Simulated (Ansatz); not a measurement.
**Nb (Im-3m, 1 atom in the cell): converging a phonon calculation**

Wanted: convergence of the phonons of Nb (Im-3m, 1 atom in the cell) against cost.

Method: DFT PBEsol, scalar-relativistic, plane waves, PAW, in Ansatz 0.2.0.

The database entry behind the starting cell differs from later determinations by our own check (about 0.8 % long, hydrogen-cycled sample), so it need not match the best structure at ambient conditions.

## (1) The structure

It takes space group Im-3m (No. 229, cubic). Conventional cell: a = 3.272 Å, b = 3.272 Å, c = 3.272 Å, α = 90.00°, β = 90.00°, γ = 90.00°. Nearest to Nb lie 8 Nb at 2.83 Å.

## (2) Relaxing to small forces for the phonons

Phonons need a cell at rest on their own settings, so the relaxation is repeated with tight tolerances on forces and stress on the k mesh and occupations of the first response run.

Contents of input.yaml:

```yaml
crystal:
  lattice:
    - [-1.6362222516, 1.6362222516, 1.6362222516]
    - [1.6362222516, -1.6362222516, 1.6362222516]
    - [1.6362222516, 1.6362222516, -1.6362222516]
  atoms:
    - { symbol: Nb, position: [0.0, 0.0, 0.0] }
kpoints:
  mp_grid: { grid: [20, 20, 20] }
hamiltonian:
  xc: pbesol
scf:
  occupations: { method: methfessel_paxton, width: 0.2 }
output:
  forces: true
  stress: true
  eigenvalues: true
  write_density: true
  write_potential: true
  elf: true
  volumetric_format: npy
relax:
  adjacent_minimum: "off"
  f_tol: 0.001
  max_steps: 60
  cell: { stress_tol: 0.01 }
```

The run is started by

```sh
> ansatz run input.yaml --threads 4 --pin off --max-ram 7168MiB --backend cpu --events-out ev --progress --plain --runs-dir out
```

Numbers of over 12 decimals in the logs are rounded to 6 here.

Log:

```text
Engine: ansatz 0.2.0, aarch64-unknown-linux-gnu
Pseudopotentials: kind: paw
Pseudopotential: Nb, paw, valence charge 13, recommended cutoff 420 eV (normal), Nb.paw.azcp
Functional definition: PBEsol
  exchange = pbesol_x
  correlation = pbesol_c
Crystal: 1 atoms, lattice volume = 17.522 Å³
[...]
--- Relaxed structure (3 steps of the walk, 2 accepted, 1 SCFs on fresh bases) ---
  F+E_penalty+E_count = -4495.45342790 eV   max|allowed force component| = 0.000e0 eV/Å   (the final SCF, on the basis selected at the relaxed cell)
  cell:  # Å, volume = 17.4960 Å³
    - [-1.635410, 1.635410, 1.635410]
    - [1.635410, -1.635410, 1.635410]
    - [1.635410, 1.635410, -1.635410]
  atoms:
    - { symbol: Nb, position: [0.0, 0.0, 0.0] }
[key lines of the parts left out:]
SCF converged after 4 iterations
Free energy (F): -4495.453428 eV
Fermi energy:    18.247498 eV
P = ⅓ Tr σ = -0.0012 GPa (-0.012 kbar)
```

Wall time 2.8 s (4 threads of Arm Neoverse V2, shared host); peak memory 0.34 GiB; 9.8 s of CPU time.

Little changed from the start: no atom moved by 0.005 Å and no cell edge by 0.1 %.

This step gave:

```
pressure          : -0.001247 GPa
volume per atom   : 17.50 Å³
gap on the k-mesh : 0 eV
```

Valence density in the ac plane of the conventional cell at fractional y = 0.000, with atoms of Nb within 0.2 Å of it. It is the smooth field of the valence electrons, not physical close to the nuclei.

Ten even steps from '_' (0.2 e/Å³) to '@' (5.1 e/Å³), each cell a mean:
```
@@@@##--____________..==%%@@
@@%%++::______________--**%%
====::________________..--==
....______________________..
____________________________
____________________________
____________________________
____________________________
____________________________
..__________________________
----..__________________::--
%%##==..______________::++##
@@@@##--____________..==%%@@
@@@@%%--..__________..==@@@@
```
Columns run along a (3.3 Å), rows up along c (3.3 Å), edges of the conventional cell, whose origin can differ from the input's. Atoms in or near the plane, at fractional coordinates: Nb at (0.00, 0.00).

ELF in the ac plane of the conventional cell at fractional y = 0.000, with atoms of Nb within 0.2 Å of it. It is the smooth field of the valence electrons, not physical close to the nuclei.

Ten even steps from '_' (0.17) to '@' (0.73), each cell a mean:
```
==##@@##::__::--..__--%%@@**
%%@@@@++....--==::__::##@@@@
%%%%**::..::==++--....--##%%
----::..::--==++==--....::--
____..::--==========--..____
....::========--======--::..
::--==++++==------==++++==--
..::--==++==----========--::
____..::============--::..__
::......::==++++==--::....::
####==::..::==++==::..::++##
@@@@%%==....--==::..::**@@@@
++%%@@##..__::--..__--%%@@##
__++@@##::__..::..__--%%%%==
```
Columns run along a (3.3 Å), rows up along c (3.3 Å), edges of the conventional cell, whose origin can differ from the input's. Atoms in or near the plane, at fractional coordinates: Nb at (0.00, 0.00).

Electrostatic potential energy in the ac plane of the conventional cell at fractional y = 0.000, with atoms of Nb within 0.2 Å of it. With pseudopotentials it is smooth inside the atoms' cores, unlike the true potential.

Values in eV, 14 rows by 14 columns, each cell a mean:
```
-66 -62 -44 -19   3  15  18  19  18  12  -2 -26 -52 -64
-56 -49 -31  -9   7  16  19  20  18  14   4 -15 -38 -52
-30 -24 -10   4  13  18  19  20  19  16  11   0 -15 -26
 -4  -1   6  12  16  19  20  20  20  18  15  11   4  -2
 11  12  15  17  19  19  20  20  20  19  18  16  14  12
 18  18  19  19  20  20  20  20  20  20  20  19  18  18
 19  19  20  20  20  20  20  20  20  20  20  20  20  19
 18  18  19  20  20  20  20  20  20  20  20  19  19  18
 14  15  16  18  19  20  20  20  20  19  19  18  16  15
  1   4   9  14  17  19  20  20  20  19  16  13   7   3
-22 -17  -5   7  14  18  20  20  19  17  12   4  -9 -19
-48 -41 -24  -5   9  16  19  20  19  15   6 -10 -31 -44
-66 -60 -41 -17   4  15  18  19  18  12  -1 -24 -49 -62
-66 -66 -48 -22   1  14  18  19  18  11  -4 -30 -56 -66
```
Columns run along a (3.3 Å; values clipped at the 3rd and 97th percentile), rows up along c (3.3 Å), edges of the conventional cell, whose origin can differ from the input's. Atoms in or near the plane, at fractional coordinates: Nb at (0.00, 0.00).

The forces vanish by symmetry and the pressure is -0.001 GPa, within the tolerances set. The cell now holds 17.50 Å³/atom.

## (3) The dispersion

Stability and thermal properties need the whole zone. Linear response on a 4×4×4 q mesh gives force constants as far as a supercell of that size would.

Contents of input.yaml:

```yaml
crystal:
  lattice:
    - [-1.635410055, 1.635410055, 1.635410055]
    - [1.635410055, -1.635410055, 1.635410055]
    - [1.635410055, 1.635410055, -1.635410055]
  atoms:
    - { symbol: Nb, position: [0.0, 0.0, 0.0] }
kpoints:
  mp_grid: { grid: [20, 20, 20] }
hamiltonian:
  xc: pbesol
scf:
  occupations: { method: methfessel_paxton, width: 0.2 }
output:
  eigenvalues: true
phonons:
  method: dfpt
  qmesh: [4, 4, 4]
  temperatures: { t_max: 1000, t_step: 50 }
  qpath:
    path:
      - [[0.0, 0.0, 0.0], [0.5, -0.5, 0.5], [0.0, 0.0, 0.5], [0.0, 0.0, 0.0], [0.25, 0.25, 0.25], [0.5, -0.5, 0.5]]
      - [[0.25, 0.25, 0.25], [0.0, 0.0, 0.5]]
    npoints: 10
```

Log:

```text
[...]
Crystal: 1 atoms, lattice volume = 17.496 Å³
Basis set: ecut = 420 eV, 321 PW (Γ), exchange–correlation on 40×40×40 points (8 copies of the dense FFT grid, shifted against one another)
Bands: 11, of which v1, the nominal top of the filled ones, is band 7 counted from 1 (6 counted from 0)
Symmetry: 48 space group operations
k-points: 256 of 8000
[...]
SCF iter   1: F=—  HF=-4495.455318 eV  |F-HF|=—  |Δ(HF+E_count)|=         —  Δρ=6.16e-3  dr2=5.40e-3  ethr=1.77e-3  ⟨swp⟩=4.9  Hψ=15224  notcnv=0
[...]
SCF iter   6: F=-4495.453428 eV  HF=-4495.453428 eV  |F-HF|=1.82e-12  |Δ(HF+E_count)|=  4.66e-10  S|Δr|=    0.00e0  Δρ=1.74e-7  dr2=1.85e-12  ethr=1.00e-12  ⟨swp⟩=4.6  Hψ=12939  notcnv=0
SCF 1 converged in 6 iterations: F = -4495.453428 eV  dr2 = 1.85e-12
[...]
NSCF: frozen V_eff on 256 k-points
WARN: eigensolver did not converge in 3 slots of this pass, the one above among them; of largest residual over every band (k=111): 1 band(s) unlocked (lowest unlocked band 10, counted from 0; max residual 1.47e-5 eV among the unlocked bands, 1.47e-5 eV over every band); of lowest unlocked band (k=53): band 10
[...]
DFPT response loops at q = (0, 0, 0) (fractional): preconditioner auto → Kerker (q_TF=auto, 2.597 Å⁻¹) (partly filled bands, converged f_vac=0.000); β = 1.00, the filter's whole step (`scf.mixing.beta` (0.50) is not read by the response loops under this deck's `scf.mixing.preconditioner`; to damp them name `kerker` or `kerker_dos`, under which they read `scf.mixing.beta`, and type it under 1.00, their step now; both keys bind the ground state too); Broyden in place of MSR1
[...]
SCF converged after 6 iterations
[...]
Free energy (F): -4495.453428 eV
[...]
Internal energy: -4495.454653 eV  (E = F + TS)
E sigma→0 (E₀):  -4495.453734 eV
Entropy (-TS):   0.001225 eV (1.225 meV/atom)
Fermi energy:    18.247498 eV
[...]
--- Band table (eV; the first three rows and the last of 256) ---
  k-point 0: bands = [... 3 lower, -11.2267, 12.2577, 18.5990, 18.5990, 18.5990, 21.6058, 21.6058, 32.4414]
  k-point 1: bands = [... 3 lower, -11.2271, 12.3654, 18.5313, 18.5839, 18.7023, 21.4971, 21.6054, 32.5326]
  k-point 2: bands = [... 3 lower, -11.2281, 12.6763, 18.3417, 18.5226, 19.0090, 21.2498, 21.6089, 32.7707]
  k-point 255: bands = [... 3 lower, -12.2478, 14.3343, 14.3343, 24.0857, 24.0857, 24.0857, 27.5352, 27.5352]
--- Phonons (Γ-DFPT): 1 representative perturbation + reference (Σ response iterations 3) ---
  ASR residual: 3.170e-7 → 0.000e0 eV/Å²; symmetrization residual: 4.169e-13 eV/Å²
  ASR residual per site (eV/Å²): 3.17e-7
  Γ frequencies (cm⁻¹): 0.00 0.00 0.00
--- Phonons (arbitrary-q DFPT): 8 irreducible q on the 4×4×4 mesh ---
  q = [0.0000, 0.0000, 0.0000] (star 1, of the zone-centre solve; hermiticity 1.47e-7, symmetrization 1.32e-6): -0.00 -0.00 -0.00
  q = [0.0000, 0.0000, 0.2500] (star 12, 2 solved perturbations in 6410 linear systems a pass and spin channel, the states on 4200 of 8000 k-point pairs; hermiticity 9.62e-14, symmetrization 1.59e-13): 73.50 99.14 139.95
[...]
q = [0.2500, 0.2500, 0.2500] (star 2, 1 solved perturbation on 1116 of 8000 k-point pairs; hermiticity 1.06e-13, symmetrization 2.12e-13): 173.93 173.93 173.93
[...]
sum rule: each row above includes the acoustic sum rule's correction from the zone centre's row sums; it moved no ω² by more than (0.03 cm⁻¹)²
  mesh force constants: q→R imaginary residual 0.00e0; ASR residual 3.170e-7 → 0.000e0 eV/Å²; symmetrization residual 8.882e-15 eV/Å²
  interpolated dispersion: 62 rows × 3 modes
  density of states and harmonic sums: on the 28×28×28 q-mesh, interpolated from the force constants of a 4×4×4 supercell (no non-analytic term)
  largest difference from the sums on the solved wave vectors: F 6.73e-3 eV, S 7.06e-6 and C_V 1.05e-6 eV/K
  zero-point energy: 0.027142 eV/cell   skipped modes (ω ≤ 0): 48, of them read as no rigid motion or as one in doubt: 45 (4.920e-2 modes/cell left out, lowest -37.52 cm⁻¹)   left out of the sums: 1.64e-2 of the cell's modes: C_V's classical limit lies that fraction below 3 k_B per atom; for a crystal, a wire or a layer, F and S can be off by more, and a phonons.interpolated_qmesh denser along its periods is the remedy for the sampling
```

Elapsed: 1.7 min, on 4 threads; peak memory 3.4 GiB; 6.5 min of CPU time.

Reading the cycles: dr2 is the Hartree energy of the density residual (eV), the measure of convergence; HF is the Harris–Foulkes estimate of the energy, which meets the free energy F at convergence.

This step gave:

```
sum-rule residual before enforcement                    : 3.17e-7 eV/Å²
lowest frequency on the path                            : -36.74 cm⁻¹
highest frequency on the path or at a solved wavevector : 217.8 cm⁻¹
lowest mode on the q mesh (acoustic modes at Γ apart)   : 73.5 cm⁻¹
```

Frequencies (cm⁻¹) solved at each irreducible wavevector; negative means imaginary. Frequencies by wavevector, by row:

```csv
q in reciprocal lattice units,star,mode 1,mode 2,mode 3
0 0 0,1,0,0,0
0 0 0.25,12,73.5,99.1,139.9
0 0 -0.5,6,141.3,172.4,186.4
0 0.25 0.25,24,124.4,130.1,207
0.25 0.25 0.25,2,173.9,173.9,173.9
0.25 0.25 -0.25,6,105.3,105.3,200.9
0.25 -0.5 -0.5,12,125.2,192.2,198.9
-0.5 -0.5 -0.5,1,217.8,217.8,217.8
```

Interpolated from a 4×4×4 q mesh. Phonon branches along the path, in cm⁻¹:

```csv
point,branch 1,branch 2,branch 3
Γ,0,0,0
halfway,105,105,201
H,218,218,218
halfway,125,192,199
N,141,172,186
halfway,74,99,140
Γ,0,0,0
halfway,82,82,187
P,174,174,174
halfway,121,186,186
H,218,218,218
jump to P,174,174,174
halfway,141,162,197
N,141,172,186
```

The phonon branches as a text plot (rows in cm⁻¹):

```
    212 |          *****                    ***         ***
    202 |     **  *    ***                             *     *
    191 |    *  * *   *  *****             *   *     ** *   * ***
    181 |        *        **  **                 ****      *
    170 |   *          *    *** *               *          **  **
    159 |                      *          *    * *     *     **
    149 |       *       *                     *   *         **
    138 |                   ******                 *          ***
    128 |                * *    *            *      * *
    117 |  *              *       *      *           *
    106 |     **                            *
     96 |                        * *
     85 |                         *        *
     75 |                        *      *
     64 | *                        **     *
     53 |    *                           *
     43 |                         * *
     32 |                            * **
     22 |                            * *
     11 |
      0 |*                            *
    -10 |
    -21 | *                        ***
    -31 |  **
         Γ           H       N        Γ         P        H|P    N
```

Symmetry leaves 8 wavevectors to solve. The lowest mode among them, the acoustic zeros apart, lies at q = (0, 0, 0.25) and is real, 73.5 cm⁻¹. Between them the interpolated path dips to 37i cm⁻¹.

## (4) Another q mesh, q mesh 2×2×2

The q mesh is changed to 2×2×2, to see how far the force constants must reach.

input.yaml, as its differences from that of step 3:

```diff
@@ -17,3 +17,3 @@
   method: dfpt
-  qmesh: [4, 4, 4]
+  qmesh: [2, 2, 2]
   temperatures: { t_max: 1000, t_step: 50 }
```

Log:

```text
[...]
Crystal: 1 atoms, lattice volume = 17.496 Å³
Basis set: ecut = 420 eV, 321 PW (Γ), exchange–correlation on 40×40×40 points (8 copies of the dense FFT grid, shifted against one another)
Bands: 11, of which v1, the nominal top of the filled ones, is band 7 counted from 1 (6 counted from 0)
Symmetry: 48 space group operations
k-points: 256 of 8000
[...]
SCF iter   1: F=—  HF=-4495.455318 eV  |F-HF|=—  |Δ(HF+E_count)|=         —  Δρ=6.16e-3  dr2=5.40e-3  ethr=1.77e-3  ⟨swp⟩=4.9  Hψ=15224  notcnv=0
[...]
SCF iter   6: F=-4495.453428 eV  HF=-4495.453428 eV  |F-HF|=1.82e-12  |Δ(HF+E_count)|=  4.66e-10  S|Δr|=    0.00e0  Δρ=1.74e-7  dr2=1.85e-12  ethr=1.00e-12  ⟨swp⟩=4.6  Hψ=12939  notcnv=0
SCF 1 converged in 6 iterations: F = -4495.453428 eV  dr2 = 1.85e-12
[...]
SCF converged after 6 iterations
[...]
Free energy (F): -4495.453428 eV
[...]
Internal energy: -4495.454653 eV  (E = F + TS)
E sigma→0 (E₀):  -4495.453734 eV
Entropy (-TS):   0.001225 eV (1.225 meV/atom)
Fermi energy:    18.247498 eV
[...]
--- Band table (eV; the first three rows and the last of 256) ---
  k-point 0: bands = [... 3 lower, -11.2267, 12.2577, 18.5990, 18.5990, 18.5990, 21.6058, 21.6058, 32.4414]
  k-point 1: bands = [... 3 lower, -11.2271, 12.3654, 18.5313, 18.5839, 18.7023, 21.4971, 21.6054, 32.5326]
  k-point 2: bands = [... 3 lower, -11.2281, 12.6763, 18.3417, 18.5226, 19.0090, 21.2498, 21.6089, 32.7707]
  k-point 255: bands = [... 3 lower, -12.2478, 14.3343, 14.3343, 24.0857, 24.0857, 24.0857, 27.5352, 27.5352]
[...]
ASR residual: 3.170e-7 → 0.000e0 eV/Å²; symmetrization residual: 4.169e-13 eV/Å²
  ASR residual per site (eV/Å²): 3.17e-7
  Γ frequencies (cm⁻¹): 0.00 0.00 0.00
--- Phonons (arbitrary-q DFPT): 3 irreducible q on the 2×2×2 mesh ---
[...]
interpolated dispersion: 62 rows × 3 modes
[...]
zero-point energy: 0.030002 eV/cell   skipped modes (ω ≤ 0): 3   left out of the sums: 5.69e-5 of the cell's modes: C_V's classical limit lies that fraction below 3 k_B per atom; for a crystal, a wire or a layer, F and S can be off by more, and a phonons.interpolated_qmesh denser along its periods is the remedy for the sampling
```

Wall time 16 s (4 threads); peak memory 1.1 GiB.

Numbers from this step:

```
lowest frequency on the path                          : 0 cm⁻¹
mean frequency                                        : 161.3 cm⁻¹
lowest mode on the q mesh (acoustic modes at Γ apart) : 141.3 cm⁻¹
```

Frequencies (cm⁻¹) solved at each irreducible wavevector; negative means imaginary. Frequencies by wavevector, by row:

```csv
q in reciprocal lattice units,star,mode 1,mode 2,mode 3
0 0 0,1,0,0,0
0 0 -0.5,6,141.3,172.4,186.4
-0.5 -0.5 -0.5,1,217.8,217.8,217.8
```

Interpolated from a 2×2×2 q mesh, rough between the solved points. The phonon branches at the labelled points (cm⁻¹):

```csv
point,branch 1,branch 2,branch 3
Γ,0,0,0
halfway,156,164,164
H,218,218,218
halfway,184,196,203
N,141,172,186
halfway,100,122,132
Γ,0,0,0
halfway,127,127,154
P,174,174,174
halfway,174,195,195
H,218,218,218
jump to P,174,174,174
halfway,154,173,185
N,141,172,186
```

The phonon branches as a text plot (rows in cm⁻¹):

```
    213 |         ******                                ***
    204 |         *    ***                            ***
    195 |        *      ***                          * *
    186 |       *        ******               *    ** *     *****
    177 |       *          **  *             * ****  *     *****
    168 |     **          *  ****           * ** *  *      *    *
    159 |     **                           * *    **        **
    150 |                  *    *                             *
    141 |    *              ***             *                  **
    132 |    *                 * *        *
    123 |                       **         *
    113 |                         *
    104 |   *                    **      **
     95 |
     86 |                         **     *
     77 |  *                       *    *
     68 |  *                       *
     59 |                           *   *
     50 |                           *
     41 | *                         *  *
     32 | *                          * *
     23 |                            *
     14 |
      5 |*                            *
         Γ           H       N        Γ         P        H|P    N
```

The highest branch reaches 218 cm⁻¹ on this path, at H. No branch goes imaginary on this path.

## (5) Another q mesh, k-mesh 21×21×21, q mesh 3×3×3

The q mesh is changed to 3×3×3, to see how far the force constants must reach; the k mesh is 21×21×21, against 20×20×20 in the base run, so that the q mesh divides it.

input.yaml, as its differences from that of step 4:

```diff
@@ -8,3 +8,3 @@
 kpoints:
-  mp_grid: { grid: [20, 20, 20] }
+  mp_grid: { grid: [21, 21, 21] }
 hamiltonian:
@@ -17,3 +17,3 @@
   method: dfpt
-  qmesh: [2, 2, 2]
+  qmesh: [3, 3, 3]
   temperatures: { t_max: 1000, t_step: 50 }
```

Log:

```text
[...]
Crystal: 1 atoms, lattice volume = 17.496 Å³
Basis set: ecut = 420 eV, 321 PW (Γ), exchange–correlation on 40×40×40 points (8 copies of the dense FFT grid, shifted against one another)
Bands: 11, of which v1, the nominal top of the filled ones, is band 7 counted from 1 (6 counted from 0)
Symmetry: 48 space group operations
k-points: 286 of 9261
[...]
k-point 285: bands = [... 3 lower, -12.2432, 14.3599, 14.3775, 23.8786, 23.8786, 24.0372, 27.4082, 27.7932]
[...]
ASR residual: 4.561e-6 → 0.000e0 eV/Å²; symmetrization residual: 2.274e-13 eV/Å²
  ASR residual per site (eV/Å²): 4.56e-6
  Γ frequencies (cm⁻¹): 0.00 0.00 0.00
--- Phonons (arbitrary-q DFPT): 4 irreducible q on the 3×3×3 mesh ---
[...]
interpolated dispersion: 62 rows × 3 modes
[...]
[key lines of the parts left out:]
SCF converged after 6 iterations
Free energy (F): -4495.451629 eV
Fermi energy:    18.235451 eV
```

The job ended after 54 s (4 threads; peak memory 2.2 GiB).

## (6) Another q mesh, k-mesh 24×24×24, q mesh 6×6×6

The q mesh is changed to 6×6×6, to see how far the force constants must reach; the k mesh is 24×24×24, against 20×20×20 in the base run, so that the q mesh divides it.

input.yaml, as its differences from that of step 5:

```diff
@@ -8,3 +8,3 @@
 kpoints:
-  mp_grid: { grid: [21, 21, 21] }
+  mp_grid: { grid: [24, 24, 24] }
 hamiltonian:
@@ -17,3 +17,3 @@
   method: dfpt
-  qmesh: [3, 3, 3]
+  qmesh: [6, 6, 6]
   temperatures: { t_max: 1000, t_step: 50 }
```

Log:

```text
[...]
Crystal: 1 atoms, lattice volume = 17.496 Å³
Basis set: ecut = 420 eV, 321 PW (Γ), exchange–correlation on 40×40×40 points (8 copies of the dense FFT grid, shifted against one another)
Bands: 11, of which v1, the nominal top of the filled ones, is band 7 counted from 1 (6 counted from 0)
Symmetry: 48 space group operations
k-points: 413 of 13824
[...]
ASR residual: 6.332e-6 → 0.000e0 eV/Å²; symmetrization residual: 2.274e-13 eV/Å²
  ASR residual per site (eV/Å²): 6.33e-6
  Γ frequencies (cm⁻¹): 0.00 0.00 0.00
--- Phonons (arbitrary-q DFPT): 16 irreducible q on the 6×6×6 mesh ---
[...]
q = [0.0000, 0.1667, 0.3333] (star 48, 3 solved perturbations on 13824 of 13824 k-point pairs: no pair is spared here; hermiticity 7.09e-6, symmetrization 2.02e-17): 131.36 137.72 201.09
[...]
interpolated dispersion: 62 rows × 3 modes
[...]
[key lines of the parts left out:]
SCF converged after 6 iterations
Free energy (F): -4495.453331 eV
Fermi energy:    18.244934 eV
```

Elapsed: 12 min, on 4 threads; peak memory 4.3 GiB.

(Continued in part 2 of 3.)

[Logs are printed without paths, hosts, clocks, repeated set-up lines and the standing remarks that a program may print on its own settings, such as how far it seeks lower states.]

[Hosts, paths, dates, database ids (printed as entryN), source tags and the programs' standing remarks are cut or masked in the printed files.]
